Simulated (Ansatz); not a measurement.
In doubt: masses and optical values from hybrid runs of this build are listed as unsure (in some of the runs), which bears on the screening that GW takes from such a start.

BaTiO3 (Pm-3m), computed twice by G0W0.

```
Ba Ti O
1.0
     4.00600    0.00000    0.00000
     0.00000    4.00600    0.00000
     0.00000    0.00000    4.00600
Ba Ti O
1 1 3
Direct
  0.50000 0.50000 0.50000
  0.00000 0.00000 0.00000
  0.50000 0.00000 0.00000
  0.00000 0.50000 0.00000
  0.00000 0.00000 0.50000
```

The cell and positions come from the Crystallography Open Database and are kept as given unless a step says otherwise. Spin-orbit coupling is left out unless a run names it. PAW set soft_2, made with PBE.

The first (Ansatz 0.2.0; start LDA, 4×4×4 mesh, 509 empty bands, screening to 230 eV; 1 × NVIDIA H100 80GB HBM3 (shared by 6 runs) with 3 threads of AMD EPYC 7R13 (Zen 3), shared host) gave, on its mesh: starting gap 1.70 eV, G0W0 gap 3.28 eV, RPA ε∞ (mean) 7.26, 13 s.

The second gave: starting gap 3.93 eV, G0W0 gap 3.75 eV, RPA ε∞ (mean) 4.49, 38 s.

Q: What was changed in the input? Choose among start, files, mesh, bands and cutoff, frequency model or another key.

Changed: start from LDA to PBE0. A jump of this size in the start, with ε∞ moving the other way, marks another functional. Other changes could give like numbers; this is the one that was made.

Limits: not at the basis limit; no spin-orbit coupling; coarse k mesh.

[Paths, hosts, dates, memory and timing lines, banners, echoed tables and standing remarks are left out of the program output.]

[Logs are printed without paths, hosts, clocks, repeated set-up lines and the standing remarks that a program may print on its own settings, such as how far it seeks lower states.]

[Runs of the session that timed out or met a known fault of the program may be left out.]

[Cells called generated may have been cut or substituted from an entry of the Crystallography Open Database or the Materials Project.]

[Hosts, paths, dates, database ids (printed as entryN), source tags and the programs' standing remarks are cut or masked in the printed files.]
